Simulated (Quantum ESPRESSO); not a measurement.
# Magnetic state of FeO (Wuestite) from several starts, part 2 of 2

A self-consistent run ends on one state, which hangs on the start. Several orders of FeO (Wuestite) are started in Quantum ESPRESSO and their energies compared.

Quantum ESPRESSO 7.5; PBE with U = 4.5 eV on Fe d (ortho-atomic projectors); plane waves with GBRV 1.5 PBE potentials, no spin-orbit coupling.

So far, absolute magnetization (μB): step 2 (run 1, typed as ferro +) 4.05.

The database entry behind the starting cell differs from later determinations by our own check (inexact against later determinations), so it need not match the best structure at ambient conditions.

## Step 3: Run 2 (antiferro q=(0,1/2,1/2) +−)

This order needs a doubled cell of 4 atoms. The wavevector q is in fractions of the reciprocal vectors of the crystal's primitive cell, as the cells of these inputs are built from it; moments change sign between cells as cos(2π q·R).

pw.in reads:

```
&CONTROL
  calculation = 'scf'
  prefix = 'pwscf'
  outdir = './tmp'
  pseudo_dir = './pseudo'
  disk_io = 'nowf'
/
&SYSTEM
  ibrav = 0
  celldm(1) = 8
  nat = 4
  ntyp = 3
  ecutwfc = 40
  ecutrho = 280
  nbnd = 31
  occupations = 'smearing'
  smearing = 'fd'
  degauss = 0.00367493
  nspin = 2
  starting_magnetization(1) = 0.25
  starting_magnetization(2) = -0.25
  starting_magnetization(3) = 0
/
&ELECTRONS
  conv_thr = 8d-09
  electron_maxstep = 150
  mixing_beta = 0.3
/
ATOMIC_SPECIES
Fe1    55.8450 fe_pbe_v1.5.uspp.F.UPF
Fe2    55.8450 fe_pbe_v1.5.uspp.F.UPF
O      15.9990 o_pbe_v1.2.uspp.F.UPF
CELL_PARAMETERS alat
   0.0000000000000    0.5091394611273    0.5091394611273
   1.0182789222546    0.0000000000000    1.0182789222546
   1.0182789222546    0.5091394611273    0.5091394611273
ATOMIC_POSITIONS crystal
Fe1     0.0000000000    0.0000000000    0.0000000000
Fe2     0.0000000000    0.5000000000    0.0000000000
O       0.5000000000    0.0000000000    0.5000000000
O       0.5000000000    0.5000000000    0.5000000000
K_POINTS automatic
10 5 10 0 0 0
HUBBARD {ortho-atomic}
U Fe1-3d 4.5000
U Fe2-3d 4.5000
```

Started as:

```sh
> OMP_NUM_THREADS=1 mpirun -n 4 pw.x -nk 4 -in pw.in > pw.out
```

The program printed:

```text
[banner, memory and clock lines left out]
Program PWSCF v.7.5 starts

     Message from routine setup:
     using ibrav=0 with symmetry is DISCOURAGED, use correct ibrav instead

     bravais-lattice index     =            0
     lattice parameter (alat)  =       8.0000  a.u.
     unit-cell volume          =     270.2964 (a.u.)^3
     number of atoms/cell      =            4
     number of atomic types    =            3
     number of electrons       =        44.00
     number of Kohn-Sham states=           31
     kinetic-energy cutoff     =      40.0000  Ry
     charge density cutoff     =     280.0000  Ry
     scf convergence threshold =      8.0E-09
     mixing beta               =       0.3000
     number of iterations used =            8  plain     mixing
     Exchange-correlation= SLA  PW   PBE  PBE
                           (   1   4   3   4   0   0   0)
     Hubbard projectors: ortho-atomic
     Hubbard parameters of DFT+U (Dudarev formulation) in eV:
     U(Fe1-3d) =  4.5000
     U(Fe2-3d) =  4.5000

     Internal variables: lda_plus_u =T, lda_plus_u_kind = 0

     Internal variables: orbital_resolved =F, hub_pot_fix =F, apply_U = F

     celldm(1)=   8.000000  celldm(2)=   0.000000  celldm(3)=   0.000000
     celldm(4)=   0.000000  celldm(5)=   0.000000  celldm(6)=   0.000000

     crystal axes: (cart. coord. in units of alat)
               a(1) = (   0.000000   0.509139   0.509139 )
               a(2) = (   1.018279   0.000000   1.018279 )
               a(3) = (   1.018279   0.509139   0.509139 )

     reciprocal axes: (cart. coord. in units 2 pi/alat)
               b(1) = ( -0.982049  0.982049  0.982049 )
               b(2) = ( -0.000000 -0.982049  0.982049 )
               b(3) = (  0.982049  0.982049 -0.982049 )

     PseudoPot. # 1 for Fe read from file:
     fe_pbe_v1.5.uspp.F.UPF
     Pseudo is Ultrasoft + core correction, Zval = 16.0

     PseudoPot. # 2 for Fe read from file:
     fe_pbe_v1.5.uspp.F.UPF
     Pseudo is Ultrasoft + core correction, Zval = 16.0

     PseudoPot. # 3 for O  read from file:
     o_pbe_v1.2.uspp.F.UPF
     Pseudo is Ultrasoft + core correction, Zval =  6.0

     atomic species   valence    mass     pseudopotential
     Fe1              16.00    55.84500     Fe( 1.00)
     Fe2              16.00    55.84500     Fe( 1.00)
     O                 6.00    15.99900     O ( 1.00)

     Starting magnetic structure
     atomic species   magnetization
     Fe1             0.250
     Fe2            -0.250
     O               0.000

     16 Sym. Ops., with inversion, found

   Cartesian axes

     site n.     atom                  positions (alat units)
         1        Fe1    tau(   1) = (   0.0000000   0.0000000   0.0000000  )
         2        Fe2    tau(   2) = (   0.5091395   0.0000000   0.5091395  )
         3        O      tau(   3) = (   0.5091395   0.5091395   0.5091395  )
         4        O      tau(   4) = (   1.0182789   0.5091395   1.0182789  )

     number of k points=    63  Fermi-Dirac smearing, width (Ry)=  0.0037
                       cart. coord. in units 2pi/alat
        k(    1) = (   0.0000000   0.0000000   0.0000000), wk =   0.0020000
        k(    2) = (   0.0982049   0.0982049  -0.0982049), wk =   0.0160000
        k(    3) = (   0.1964098   0.1964098  -0.1964098), wk =   0.0160000
        k(    4) = (   0.2946148   0.2946148  -0.2946148), wk =   0.0160000
        k(    5) = (   0.3928197   0.3928197  -0.3928197), wk =   0.0160000
        [... 58 further k-points ...]

     Dense  grid:    21495 G-vectors     FFT dimensions: (  32,  64,  54)

     Smooth grid:     9213 G-vectors     FFT dimensions: (  24,  48,  45)

     Check: negative core charge=   -0.000047
     Generating pointlists ...
     new r_m :   0.2100 (alat units)  1.6802 (a.u.) for type    1
     new r_m :   0.2100 (alat units)  1.6802 (a.u.) for type    2
     new r_m :   0.2100 (alat units)  1.6802 (a.u.) for type    3

     Initial potential from superposition of free atoms

     starting charge      42.0000, renormalised to      44.0000

     STARTING HUBBARD OCCUPATIONS:

     =================== HUBBARD OCCUPATIONS ===================
     ------------------------ ATOM    1 ------------------------
     Tr[ns(  1)] (up, down, total) =   5.00000  0.00000  5.00000
     Atomic magnetic moment for atom   1 =   5.00000
     [... lines left out ...]
     ------------------------ ATOM    2 ------------------------
     Tr[ns(  2)] (up, down, total) =   0.00000  5.00000  5.00000
     Atomic magnetic moment for atom   2 =  -5.00000
     [... lines left out ...]
     Number of occupied Hubbard levels =   10.0000

     Atomic wfc used for Hubbard projectors are orthogonalized

     Starting wfcs are   34 randomized atomic wfcs

     Self-consistent Calculation

     iteration #  1     ecut=    40.00 Ry     beta= 0.30
     Davidson diagonalization with overlap
     ethr =  1.00E-02,  avg # of iterations =  2.7

     =================== HUBBARD OCCUPATIONS ===================
     ------------------------ ATOM    1 ------------------------
     Tr[ns(  1)] (up, down, total) =   4.86752  0.60548  5.47300
     Atomic magnetic moment for atom   1 =   4.26204
     [... lines left out ...]
     ------------------------ ATOM    2 ------------------------
     Tr[ns(  2)] (up, down, total) =   0.60308  4.86752  5.47060
     Atomic magnetic moment for atom   2 =  -4.26444
     [... lines left out ...]
     Number of occupied Hubbard levels =   10.9436

     total energy              =    -564.42959675 Ry
     estimated scf accuracy    <       1.62914677 Ry

     total magnetization       =    -0.00 Bohr mag/cell
     absolute magnetization    =     8.71 Bohr mag/cell

     iteration #  2     ecut=    40.00 Ry     beta= 0.30
     Davidson diagonalization with overlap
     ethr =  3.70E-03,  avg # of iterations =  2.5

     total energy              =    -564.87263363 Ry
     estimated scf accuracy    <       0.28700957 Ry

     total magnetization       =     0.01 Bohr mag/cell
     absolute magnetization    =     7.57 Bohr mag/cell

     [... further iterations left out ...]

     iteration # 20     ecut=    40.00 Ry     beta= 0.30
     Davidson diagonalization with overlap
     ethr =  2.26E-10,  avg # of iterations =  1.0

     total energy              =    -564.91252050 Ry
     estimated scf accuracy    <       0.00000002 Ry

     total magnetization       =    -0.00 Bohr mag/cell
     absolute magnetization    =     7.75 Bohr mag/cell

     iteration # 21     ecut=    40.00 Ry     beta= 0.30
     Davidson diagonalization with overlap
     ethr =  4.41E-11,  avg # of iterations =  1.0

     Magnetic moment per site  (integrated on atomic sphere of radius R)
     atom   1 (R=0.210)  charge= 13.5271  magn=  3.5444
     atom   2 (R=0.210)  charge= 13.5271  magn= -3.5445
     atom   3 (R=0.210)  charge=  5.8634  magn= -0.0829
     atom   4 (R=0.210)  charge=  5.8634  magn=  0.0829

     End of self-consistent calculation

     =================== HUBBARD OCCUPATIONS ===================
     ------------------------ ATOM    1 ------------------------
     Tr[ns(  1)] (up, down, total) =   4.94732  1.19061  6.13794
     Atomic magnetic moment for atom   1 =   3.75671
     [... lines left out ...]
     ------------------------ ATOM    2 ------------------------
     Tr[ns(  2)] (up, down, total) =   1.19060  4.94732  6.13792
     Atomic magnetic moment for atom   2 =  -3.75673
     [... lines left out ...]
     Number of occupied Hubbard levels =   12.2759

     Number of k-points >= 100: set verbosity='high' to print the bands.

     the Fermi energy is    15.1934 ev

!    total energy              =    -564.91252051 Ry
     estimated scf accuracy    <          3.7E-10 Ry
     smearing contrib. (-TS)   =      -0.00373767 Ry
     internal energy E=F+TS    =    -564.90878284 Ry

     The total energy is F=E-TS. E is the sum of the following terms:
     one-electron contribution =    -273.08110943 Ry
     hartree contribution      =     161.30331519 Ry
     xc contribution           =     -73.36752235 Ry
     ewald contribution        =    -380.05511204 Ry
     Hubbard energy            =       0.29164578 Ry

     total magnetization       =    -0.00 Bohr mag/cell
     absolute magnetization    =     7.75 Bohr mag/cell

     convergence has been achieved in  21 iterations
```

It took 51 s on 4 MPI ranks of Arm Neoverse V2, shared host; peak memory 0.45 GiB; 3.4 min of CPU time.

Spin moment in the atom's sphere by atom:

```csv
atom,spin moment in the atom's sphere (μB)
Fe1,3.54
Fe2,-3.54
O3,-0.08
O4,0.08
```

This step gave:

- smearing term TS: 0.05085 eV
- magnetization: 0 μB
- absolute magnetization: 7.754 μB
- final state: antiferromagnetic

Spin density in the ac plane of the conventional cell at fractional y = 0.000, with atoms of Fe and O within 0.2 Å of it.

Values in e/Å³, 14 rows by 14 columns, each cell a mean:
```
 6.1  2.6  0.6  0.1  0.0  0.0 -0.1 -0.1 -0.1  0.0  0.0  0.2  1.2  4.4
 1.8  0.7  0.2  0.0  0.0  0.0  0.0  0.0  0.0  0.0  0.0  0.1  0.4  1.2
 0.3  0.2  0.1  0.0  0.0  0.0  0.0  0.0  0.0  0.0  0.0  0.0  0.1  0.2
 0.0  0.0  0.0  0.0  0.0  0.0 -0.1 -0.1 -0.1  0.0  0.0  0.0  0.0  0.0
 0.0  0.0  0.0  0.0 -0.1 -0.2 -0.6 -0.8 -0.4 -0.1  0.0  0.0  0.0  0.0
 0.1  0.0  0.0  0.0 -0.2 -0.7 -2.6 -3.9 -1.6 -0.4 -0.1  0.0  0.0  0.1
 0.2  0.1  0.0  0.0 -0.3 -1.8 -6.1 -7.7 -4.0 -0.8 -0.1  0.0  0.0  0.1
 0.1  0.1  0.0  0.0 -0.2 -1.2 -4.4 -6.1 -2.6 -0.6 -0.1  0.0  0.0  0.1
 0.0  0.0  0.0  0.0 -0.1 -0.4 -1.2 -1.8 -0.7 -0.2  0.0  0.0  0.0  0.0
 0.0  0.0  0.0  0.0  0.0 -0.1 -0.2 -0.3 -0.2 -0.1  0.0  0.0  0.0  0.0
 0.1  0.1  0.0  0.0  0.0  0.0  0.0  0.0  0.0  0.0  0.0  0.0  0.0  0.1
 0.8  0.4  0.1  0.0  0.0  0.0  0.0  0.0  0.0  0.0  0.0  0.1  0.2  0.6
 3.9  1.6  0.4  0.1  0.0  0.0 -0.1 -0.1  0.0  0.0  0.0  0.2  0.7  2.6
 7.7  4.0  0.8  0.1  0.0  0.0 -0.1 -0.2 -0.1  0.0  0.0  0.3  1.8  6.1
```
Columns run along a (4.3 Å), rows up along c (4.3 Å), edges of the conventional cell, whose origin can differ from the input's. Atoms in or near the plane, at fractional coordinates: Fe at (0.00, 0.00), Fe at (0.50, 0.50), O at (0.50, 0.00), O at (0.00, 0.50).

Valence density in the ac plane of the conventional cell at fractional y = 0.000, with atoms of Fe and O within 0.2 Å of it. It is the smooth field of the valence electrons, not physical close to the nuclei.

Values in e/Å³, 14 rows by 14 columns, each cell a mean:
```
21 11  2  0  1  2  5  6  4  1  0  1  4 18
 6  3  1  0  0  1  2  2  1  1  0  0  1  5
 1  1  0  0  0  0  1  1  1  0  0  0  0  1
 0  0  0  0  0  0  0  0  0  0  0  0  0  0
 1  1  0  0  0  1  2  2  1  0  0  0  1  1
 4  3  1  0  1  3 11 15  7  1  0  1  1  4
 7  4  1  0  1  6 22 22 15  2  0  1  2  6
 6  4  1  0  1  4 18 21 11  2  0  1  2  5
 2  1  1  0  0  1  5  6  3  1  0  0  1  2
 1  1  0  0  0  0  1  1  1  0  0  0  0  1
 0  0  0  0  0  0  0  0  0  0  0  0  0  0
 2  1  0  0  0  1  1  1  1  0  0  0  1  2
15  7  1  0  1  1  4  4  3  1  0  1  3 11
22 15  2  0  1  2  6  7  4  1  0  1  6 22
```
Columns run along a (4.3 Å), rows up along c (4.3 Å), edges of the conventional cell, whose origin can differ from the input's. Atoms in or near the plane, at fractional coordinates: Fe at (0.00, 0.00), Fe at (0.50, 0.50), O at (0.50, 0.00), O at (0.00, 0.50).

## Step 4: Start 3: antiferro q=(0,0,1/2) +−

This order needs a doubled cell of 4 atoms.

pw.in: that of step 3 with these lines changed.

```diff
@@ -34,11 +34,11 @@
    0.0000000000000    0.5091394611273    0.5091394611273
-   1.0182789222546    0.0000000000000    1.0182789222546
-   1.0182789222546    0.5091394611273    0.5091394611273
+   0.5091394611273    0.0000000000000    0.5091394611273
+   1.0182789222546    1.0182789222546    0.0000000000000
 ATOMIC_POSITIONS crystal
 Fe1     0.0000000000    0.0000000000    0.0000000000
-Fe2     0.0000000000    0.5000000000    0.0000000000
-O       0.5000000000    0.0000000000    0.5000000000
-O       0.5000000000    0.5000000000    0.5000000000
+Fe2     0.0000000000    0.0000000000    0.5000000000
+O       0.5000000000    0.5000000000    0.2500000000
+O       0.5000000000    0.5000000000    0.7500000000
 K_POINTS automatic
-10 5 10 0 0 0
+10 10 5 0 0 0
 HUBBARD {ortho-atomic}
```

The program printed:

```text
     [... lines left out ...]
Program PWSCF v.7.5 starts
     [... lines left out ...]
     number of atoms/cell      =            4
     [... lines left out ...]
     number of electrons       =        44.00
     number of Kohn-Sham states=           31
     kinetic-energy cutoff     =      40.0000  Ry
     charge density cutoff     =     280.0000  Ry
     scf convergence threshold =      8.0E-09
     [... lines left out ...]
     12 Sym. Ops., with inversion, found
     [... lines left out ...]
     number of k points=    58  Fermi-Dirac smearing, width (Ry)=  0.0037
     [... lines left out ...]
     iteration # 14     ecut=    40.00 Ry     beta= 0.30
     [... lines left out ...]
     Magnetic moment per site  (integrated on atomic sphere of radius R)
     atom   1 (R=0.210)  charge= 13.5392  magn=  3.4948
     atom   2 (R=0.210)  charge= 13.5392  magn= -3.4948
     atom   3 (R=0.210)  charge=  5.8635  magn=  0.0000
     atom   4 (R=0.210)  charge=  5.8635  magn=  0.0000
     [... lines left out ...]
     Tr[ns(  1)] (up, down, total) =   4.94101  1.21305  6.15405
     [... lines left out ...]
     Tr[ns(  2)] (up, down, total) =   1.21303  4.94100  6.15403
     [... lines left out ...]
     the Fermi energy is    14.5799 ev
!    total energy              =    -564.96255814 Ry
     estimated scf accuracy    <          6.9E-09 Ry
     smearing contrib. (-TS)   =      -0.00186037 Ry
     [... lines left out ...]
     total magnetization       =    -0.00 Bohr mag/cell
     absolute magnetization    =     7.56 Bohr mag/cell
     convergence has been achieved in  14 iterations
```

It took 21 s on 4 MPI ranks; peak memory 0.4 GiB; 85 s of CPU time.

Spin moment in the atom's sphere by atom:

```csv
atom,spin moment in the atom's sphere (μB)
Fe1,3.49
Fe2,-3.49
O3,0.00
O4,0.00
```

This step gave:

```yaml
smearing_term_ts: 0.02531 eV
magnetization: 0 μB
absolute_magnetization: 7.563 μB
final_state: antiferromagnetic
```

## Step 5: Start 4: no spin polarisation

pw.in reads:

```
&CONTROL
  calculation = 'scf'
  prefix = 'pwscf'
  outdir = './tmp'
  pseudo_dir = './pseudo'
  disk_io = 'nowf'
/
&SYSTEM
  ibrav = 0
  celldm(1) = 8
  nat = 2
  ntyp = 2
  ecutwfc = 40
  ecutrho = 280
  nbnd = 18
  occupations = 'smearing'
  smearing = 'fd'
  degauss = 0.00367493
/
&ELECTRONS
  conv_thr = 4d-09
  electron_maxstep = 150
  mixing_beta = 0.3
/
ATOMIC_SPECIES
Fe     55.8450 fe_pbe_v1.5.uspp.F.UPF
O      15.9990 o_pbe_v1.2.uspp.F.UPF
CELL_PARAMETERS alat
   0.0000000000000    0.5091394611273    0.5091394611273
   0.5091394611273    0.0000000000000    0.5091394611273
   0.5091394611273    0.5091394611273    0.0000000000000
ATOMIC_POSITIONS crystal
Fe      0.0000000000    0.0000000000    0.0000000000
O       0.5000000000    0.5000000000    0.5000000000
K_POINTS automatic
10 10 10 0 0 0
HUBBARD {ortho-atomic}
U Fe-3d 4.5000
```

The program printed:

```text
     [... lines left out ...]
Program PWSCF v.7.5 starts
     [... lines left out ...]
     number of atoms/cell      =            2
     [... lines left out ...]
     number of electrons       =        22.00
     number of Kohn-Sham states=           18
     kinetic-energy cutoff     =      40.0000  Ry
     charge density cutoff     =     280.0000  Ry
     scf convergence threshold =      4.0E-09
     [... lines left out ...]
     48 Sym. Ops., with inversion, found
     [... lines left out ...]
     number of k points=    47  Fermi-Dirac smearing, width (Ry)=  0.0037
     [... lines left out ...]
     iteration # 11     ecut=    40.00 Ry     beta= 0.30
     [... lines left out ...]
     Tr[ns(  1)] =   6.33879
     [... lines left out ...]
     the Fermi energy is    12.8598 ev
!    total energy              =    -282.39608295 Ry
     estimated scf accuracy    <          6.4E-10 Ry
     smearing contrib. (-TS)   =      -0.00000000 Ry
     [... lines left out ...]
     convergence has been achieved in  11 iterations
```

The job ended after 2.7 s (4 MPI ranks; peak memory 0.24 GiB; 10 s of CPU time).

This step gave:

```
smearing term TS : 9.55e-11 eV
final state      : non-magnetic (no spin polarisation)
```

## Step 6: Ranking

An order is kept where moments of 0.15 μB or more survive with the typed signs; meshes match where a doubled cell samples the same k points as the first cell.

Orders:

```csv
start,final state,typed order kept,energy over the lowest (meV a seeded atom),largest site moment (μB),net moment (μB a cell of the first run),mesh matched,CPU time (s)
ferro +,ferromagnetic,yes,60.44,3.588,4.003,yes,19.64
"antiferro q=(0,1/2,1/2) +-",antiferromagnetic,yes,340.4,3.544,0,yes,202.9
"antiferro q=(0,0,1/2) +-",antiferromagnetic,yes,0,3.495,0,yes,84.67
no spin polarisation,non-magnetic,-,1159,0,0,yes,10.38
```

## Step 7: Fillings of the first corrected shells

```csv
start,type,spin,occupation numbers
ferro +,Fe,up,0.989 0.989 0.989 0.994 0.994
ferro +,Fe,down,0.092 0.092 0.330 0.330 0.330
"antiferro q=(0,1/2,1/2) +-",Fe1,up,0.987 0.987 0.989 0.992 0.992
"antiferro q=(0,1/2,1/2) +-",Fe1,down,0.085 0.088 0.317 0.350 0.350
"antiferro q=(0,1/2,1/2) +-",Fe2,up,0.085 0.088 0.317 0.350 0.350
"antiferro q=(0,1/2,1/2) +-",Fe2,down,0.987 0.987 0.989 0.992 0.992
"antiferro q=(0,0,1/2) +-",Fe1,up,0.986 0.986 0.989 0.990 0.990
"antiferro q=(0,0,1/2) +-",Fe1,down,0.041 0.095 0.095 0.491 0.491
"antiferro q=(0,0,1/2) +-",Fe2,up,0.041 0.095 0.095 0.491 0.491
"antiferro q=(0,0,1/2) +-",Fe2,down,0.986 0.986 0.989 0.990 0.990
```

## Step 8: Summary of results

```yaml
moments_largest_by_run: 3.59, 3.54, 3.49, 0 μB
spread_of_the_energies_of_the_runs_with_moments: 340 meV a seeded atom
```

**Reading.** Under a U these runs seem to end in unlike orbital states: the fillings of their corrected shells differ, or their energies lie too far apart for exchange alone. The differences are then no exchange energies, and the ranking says little of the magnetic order. Seeding all runs from one set of occupation matrices is the usual remedy. The smearing term is large for its width, so states at the Fermi level are partly filled: at this level the cell is a metal or has a gap of a few widths at most. Degenerate orbitals of a corrected shell are partly filled. Whether a state of lower symmetry lies under this one was not tested; under a U it often does.

[Logs and program files are shortened in this print: banners, set-up blocks, solver, clock and traceback lines can be left out without a mark of their own.]

[Logs are printed without paths, hosts, clocks, repeated set-up lines and the standing remarks that a program may print on its own settings, such as how far it seeks lower states.]

[Hosts, paths, dates, database ids (printed as entryN), source tags and the programs' standing remarks are cut or masked in the printed files.]

[Where a cell is said to come from a database of computed structures, the database is the Materials Project.]
